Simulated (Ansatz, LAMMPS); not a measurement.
# Elastic response of glassy 76SiO2-24K2O (mol %) (114 atoms)

How stiff is glassy 76SiO2-24K2O (mol %) (114 atoms), and how do its levels respond to strain?

Main program and level: Ansatz 0.2.0; Kohn-Sham DFT, PBE, PAW (set soft_2), plane waves.

### 1. Starting point

The cell holds 114 atoms: 29 Si, 18 K and 67 O. Its edges and angles: a = 12.039 Å, b = 12.039 Å, c = 12.039 Å, α = 90.0°, β = 90.0°, γ = 90.0°. 114 atoms (29 Si, 18 K, 67 O) placed at random at 2.38 g/cm³, melted at 4000 K for 10 ps at fixed volume with the Morse and Coulomb pair potential with partial charges (Pedone, Malavasi, Menziani, Cormack and Segre, J. Phys. Chem. B 110, 11780 (2006)). Quenched from 4000 K to 300 K at 25 K/ps and fixed volume, held 10 ps at zero pressure, then minimised at fixed cell.

Limits known from the start: The quench rate of 25 K/ps is orders of magnitude faster than experiment, which tends to freeze in extra defects. The starting topology of bonds comes from the classical model, and needn't be the one that DFT or experiment would give. Only the Γ point is sampled.

### 2. Single point at the start

A single point comes first, to see the forces before anything moves.

File input.yaml:

```yaml
crystal:
  lattice:
    - [12.03907, 0.0, 0.0]
    - [0.0, 12.03907, 0.0]
    - [0.0, 0.0, 12.03907]
  atoms:
    - { symbol: Si, position: [0.29359, 0.8374, 0.37525] }
    - { symbol: Si, position: [0.54247, 0.58247, 0.57865] }
    - { symbol: Si, position: [0.48761, 0.00279, 0.43614] }
    - { symbol: Si, position: [0.01144, 0.5813, 0.31033] }
    - { symbol: Si, position: [0.20762, 0.27283, 0.52896] }
    - { symbol: Si, position: [0.07024, 0.61009, 0.569] }
    - { symbol: Si, position: [0.16185, 0.05936, 0.6733] }
    - { symbol: Si, position: [0.66567, 0.54973, 0.81104] }
    - { symbol: Si, position: [0.1802, 0.60256, 0.12275] }
    - { symbol: Si, position: [0.86269, 0.36961, 0.34321] }
    - { symbol: Si, position: [0.97873, 0.51248, 0.98126] }
    - { symbol: Si, position: [0.5142, 0.98062, 0.17421] }
    - { symbol: Si, position: [0.66544, 0.03069, 0.96499] }
    - { symbol: Si, position: [0.2991, 0.48851, 0.63753] }
    - { symbol: Si, position: [0.16023, 0.86343, 0.15004] }
    - { symbol: Si, position: [0.83455, 0.87581, 0.42416] }
    - { symbol: Si, position: [0.37674, 0.96621, 0.79791] }
    - { symbol: Si, position: [0.30302, 0.04888, 0.03953] }
    - { symbol: Si, position: [0.60406, 0.42641, 0.38304] }
    - { symbol: Si, position: [0.51884, 0.16638, 0.78728] }
    - { symbol: Si, position: [0.63338, 0.82996, 0.58229] }
    - { symbol: Si, position: [0.68061, 0.80575, 0.83932] }
    - { symbol: Si, position: [0.57374, 0.21659, 0.54064] }
    - { symbol: Si, position: [0.83016, 0.74282, 0.20493] }
    - { symbol: Si, position: [0.91628, 0.48052, 0.74146] }
    - { symbol: Si, position: [0.94873, 0.30161, 0.5737] }
    - { symbol: Si, position: [0.80351, 0.09349, 0.53845] }
    - { symbol: Si, position: [0.90626, 0.76963, 0.96499] }
    - { symbol: Si, position: [0.07596, 0.85348, 0.52977] }
    - { symbol: K, position: [0.1816, 0.69749, 0.84561] }
    - { symbol: K, position: [0.86562, 0.02584, 0.17951] }
    - { symbol: K, position: [0.51698, 0.62181, 0.1424] }
    - { symbol: K, position: [0.93821, 0.92942, 0.75456] }
    - { symbol: K, position: [0.87167, 0.1583, 0.79846] }
    - { symbol: K, position: [0.07868, 0.1014, 0.33167] }
    - { symbol: K, position: [0.32661, 0.51416, 0.348] }
    - { symbol: K, position: [0.41123, 0.43783, 0.93661] }
    - { symbol: K, position: [0.69574, 0.16298, 0.2735] }
    - { symbol: K, position: [0.39761, 0.76052, 0.999] }
    - { symbol: K, position: [0.75299, 0.29068, 0.96294] }
    - { symbol: K, position: [0.56965, 0.72451, 0.33306] }
    - { symbol: K, position: [0.08241, 0.30848, 0.15769] }
    - { symbol: K, position: [0.37606, 0.25391, 0.24578] }
    - { symbol: K, position: [0.21555, 0.29022, 0.85367] }
    - { symbol: K, position: [0.70311, 0.4696, 0.11374] }
    - { symbol: K, position: [0.03426, 0.04451, 0.97458] }
    - { symbol: K, position: [0.33429, 0.75617, 0.61465] }
    - { symbol: O, position: [0.81171, 0.79576, 0.87162] }
    - { symbol: O, position: [0.9595, 0.85507, 0.46665] }
    - { symbol: O, position: [0.07919, 0.31354, 0.56037] }
    - { symbol: O, position: [0.26215, 0.99166, 0.72976] }
    - { symbol: O, position: [0.90605, 0.35515, 0.68964] }
    - { symbol: O, position: [0.63426, 0.46531, 0.90199] }
    - { symbol: O, position: [0.18167, 0.84077, 0.45254] }
    - { symbol: O, position: [0.28567, 0.50169, 0.76389] }
    - { symbol: O, position: [0.2494, 0.85803, 0.25376] }
    - { symbol: O, position: [0.23314, 0.15685, 0.04835] }
    - { symbol: O, position: [0.92357, 0.63522, 0.97488] }
    - { symbol: O, position: [0.5048, 0.85394, 0.16364] }
    - { symbol: O, position: [0.22015, 0.26861, 0.40072] }
    - { symbol: O, position: [0.01465, 0.82826, 0.92924] }
    - { symbol: O, position: [0.98198, 0.55017, 0.64786] }
    - { symbol: O, position: [0.39789, 0.83947, 0.79802] }
    - { symbol: O, position: [0.66048, 0.8321, 0.71056] }
    - { symbol: O, position: [0.52544, 0.43496, 0.28148] }
    - { symbol: O, position: [0.63842, 0.90831, 0.9146] }
    - { symbol: O, position: [0.09869, 0.5335, 0.03906] }
    - { symbol: O, position: [0.414, 0.54422, 0.59011] }
    - { symbol: O, position: [0.46998, 0.04583, 0.74498] }
    - { symbol: O, position: [0.74628, 0.81746, 0.50674] }
    - { symbol: O, position: [0.7301, 0.66188, 0.20071] }
    - { symbol: O, position: [0.89123, 0.25469, 0.28961] }
    - { symbol: O, position: [0.88918, 0.36629, 0.47556] }
    - { symbol: O, position: [0.60271, 0.54263, 0.69126] }
    - { symbol: O, position: [0.90898, 0.42339, 0.04129] }
    - { symbol: O, position: [0.35712, 0.72726, 0.39202] }
    - { symbol: O, position: [0.19242, 0.55815, 0.58156] }
    - { symbol: O, position: [0.56503, 0.32628, 0.46715] }
    [... 30 atom lines left out ...]
    - { symbol: O, position: [0.48993, 0.12481, 0.48723] }
    - { symbol: O, position: [0.81974, 0.0099, 0.43368] }
    - { symbol: O, position: [0.72941, 0.39691, 0.33799] }
    - { symbol: O, position: [0.69758, 0.1692, 0.51035] }
    - { symbol: O, position: [0.59771, 0.53196, 0.46631] }
    - { symbol: O, position: [0.94166, 0.46811, 0.29957] }
kpoints:
  mp_grid: { grid: [1, 1, 1] }
hamiltonian:
  xc: pbe
scf:
  occupations: { method: gaussian, width: 0.025 }
output:
  forces: true
```

On the command line:

```
ansatz run input.yaml --threads 4 --pin off --max-ram 8192MiB --backend cpu --events-out ev --progress --plain --runs-dir out
```

Numbers of over 12 decimals in the logs are rounded to 6 here.

The log of the run:

```text
Engine: ansatz 0.2.0, x86_64-unknown-linux-gnu
Pseudopotentials: kind: paw
Pseudopotential: Si, paw, valence charge 4, recommended cutoff 420 eV (normal), Si.paw.azcp
Pseudopotential: K, paw, valence charge 9, recommended cutoff 420 eV (normal), K.paw.azcp
Pseudopotential: O, paw, valence charge 6, recommended cutoff 420 eV (normal), O.paw.azcp
[... 5 lines on functional and potentials left out ...]
Crystal: 114 atoms, lattice volume = 1744.933 Å³
Basis set: ecut = 420 eV, 34049 PW (Γ), exchange–correlation on 162×162×162 points (8 copies of the dense FFT grid, shifted against one another)
Bands: 454, of which v1, the nominal top of the filled ones, is band 340 counted from 1 (339 counted from 0)
Symmetry: 1 space group operations
Space group: P1 (ITA 1), of the structure as read, at distance tolerance 1.2e-4 Å
k-points: 1
[... 7 lines on functional and potentials left out ...]
Initial density: superposition of atomic densities (neutral atoms: chi_scale 0, normalization atom), corrected by the library's trained network
Initial wavefunctions: pseudopotential atomic-orbital guess
Functional: x = pbe(κ = 0.804, μ = 0.219515), c = pbe(β = 0.066725)
SCF iter   1: F=—  HF=-84252.713894 eV  |F-HF|=—  |Δ(HF+E_count)|=         —  Δρ=1.84e-3  dr2=9.98e-2  ethr=1.77e-3  ⟨swp⟩=6.0  Hψ=2112  notcnv=0  defer=100
preconditioner: auto → Resta (q_TF=auto, 2.332 Å⁻¹)  ε∞=3.0  [insulator: Δε(μ)=3.012 eV  Ē_g=15.809 eV  σ=0.025 eV  W_gap=1.00  n_scr=364 (ndim 8)  ℏωp=22.6 eV  f_vac=0.149  D(μ)=0.00/eV (n_scr^D=0)  ε∞_Penn≈3.0]
SCF iter   2: F=—  HF=-84252.711084 eV  |F-HF|=—  |Δ(HF+E_count)|=   2.81e-3  Δρ=9.34e-4  dr2=2.58e-2  ethr=1.47e-5  ⟨swp⟩=2.0  Hψ=787  notcnv=0  defer=109
SCF iter   3: F=—  HF=-84252.712214 eV  |F-HF|=—  |Δ(HF+E_count)|=   1.13e-3  Δρ=5.17e-4  dr2=6.88e-3  ethr=3.80e-6  ⟨swp⟩=2.0  Hψ=624  notcnv=0  defer=49
automatic band count: iteration 3 solves 394 bands in place of 454: the levels show a gap, and the empty bands left out lie too high to hold charge; the band table lists the bands solved (type scf.n_extra_bands for more)
SCF iter   4: F=—  HF=-84252.711381 eV  |F-HF|=—  |Δ(HF+E_count)|=   8.33e-4  Δρ=1.72e-4  dr2=7.12e-4  ethr=1.01e-6  ⟨swp⟩=2.0  Hψ=624  notcnv=0  defer=49
SCF iter   5: F=—  HF=-84252.711443 eV  |F-HF|=—  |Δ(HF+E_count)|=   6.22e-5  Δρ=9.19e-5  dr2=1.41e-4  ethr=1.05e-7  ⟨swp⟩=2.0  Hψ=621  notcnv=0  defer=49
SCF iter   6: F=—  HF=-84252.711462 eV  |F-HF|=—  |Δ(HF+E_count)|=   1.93e-5  Δρ=2.99e-5  dr2=1.46e-5  ethr=2.08e-8  ⟨swp⟩=2.0  Hψ=649  notcnv=0  defer=49
SCF iter   7: F=—  HF=-84252.715641 eV  |F-HF|=—  |Δ(HF+E_count)|=   4.18e-3  Δρ=1.11e-5  dr2=1.95e-6  ethr=2.15e-9  ⟨swp⟩=2.0  Hψ=734  notcnv=0  defer=49
SCF iter   8: F=—  HF=-84252.715643 eV  |F-HF|=—  |Δ(HF+E_count)|=   1.77e-6  Δρ=6.65e-6  dr2=6.56e-7  ethr=2.86e-10  ⟨swp⟩=2.0  Hψ=663  notcnv=0  defer=49
SCF iter   9: F=-84252.715643 eV  HF=-84252.715643 eV  |F-HF|=9.40e-9  |Δ(HF+E_count)|=   5.13e-8  Δρ=1.86e-6  dr2=5.67e-8  ethr=1.47e-11  ⟨swp⟩=3.0  Hψ=1426  notcnv=0
SCF 1 converged in 9 iterations: F = -84252.715643 eV  dr2 = 5.67e-8
  greatest PAW one-centre occupation: 0.988 electrons in one spin orbital (limit 2), on the K atom at site 32 (counted from 0), in its partial waves of l = 0
SCF converged after 9 iterations
Free energy (F): -84252.715643 eV
Harris-Foulkes:  -84252.715643 eV  (|F-HF|=9.40e-9)
Internal energy: -84252.715643 eV  (E = F + TS)
E sigma→0 (E₀):  -84252.715643 eV
Fermi energy:    5.587060 eV
--- Per-component energies (eV) ---
  E_band       = -3779.070523
  E_kinetic    = 17888.892844
  E_local      = -45592.182450  (includes V_loc(G=0)·N_el)
  E_nonlocal   = 4158.526970
  E_hartree    = 16784.511834
  E_xc         = -9058.562731
  E_vxc        = -10740.112332  (∫ρ·V_xc dr)
  E_paw        = -39603.791459  (= ΣΔE_a)
  E_vpaw       = -3063.387368  (= ΣTr[D̂ρ^β])
  E_aug_tail   = 0.172053  (compensation charges beyond the density's cutoff)
  E_ewald      = -28830.282704
  E_smearing   = -0.000000  (= −TS)
  E_closure    = -0.000000  (closes the sum)
  Σ components = -84252.715643   (vs F -84252.715643, Δ=0.00e0)
--- Forces (eV/Å), atoms counted from 1 ---
  atom   1  Si    -0.27562214     0.17462664    -0.44814138
  atom   2  Si     0.70753501    -0.58494150     1.07047011
  atom   3  Si     0.42672673    -0.97211087    -0.88972738
  atom   4  Si    -0.72570533     0.55776990    -0.04824295
  atom   5  Si    -1.58554309    -0.10296145     0.62072726
  atom   6  Si     0.28848215    -0.14545509    -0.49847239
  atom   7  Si     0.67354751     0.24992844    -0.02719059
  atom   8  Si     1.08293034     1.01585651    -1.22020683
  atom   9  Si    -2.21143400     1.21449778     0.53311859
  atom  10  Si     0.52350038    -0.16988146     1.84852100
  atom  11  Si    -0.89867123     1.90270811    -0.24779333
  atom  12  Si    -0.87306507    -0.29992451    -0.48303052
  atom  13  Si    -0.97934826    -0.12733338    -0.40768180
  atom  14  Si    -1.05942178    -0.29692829    -0.26983280
[...]
atom 113  O      0.26320242     1.00451761     0.01747108
  atom 114  O      0.14431837    -0.11626247    -0.82584406
  max |Σ_I F_I| component: 5.78e-5 eV/Å
```

It took 13 s on 4 threads of Intel Xeon Platinum 8488C (Sapphire Rapids), shared host; peak memory 2.4 GiB; 49 s of CPU time.

Reading the cycles: dr2 is the Hartree energy of the density residual (eV), the measure of convergence; HF is the Harris–Foulkes estimate of the energy, which meets the free energy F at convergence.

The r.m.s. force at the start is 0.85 eV/Å.

(Continued in part 2 of 4.)

[Logs are printed without paths, hosts, clocks, repeated set-up lines and the standing remarks that a program may print on its own settings, such as how far it seeks lower states.]

[Hosts, paths, dates, database ids (printed as entryN), source tags and the programs' standing remarks are cut or masked in the printed files.]
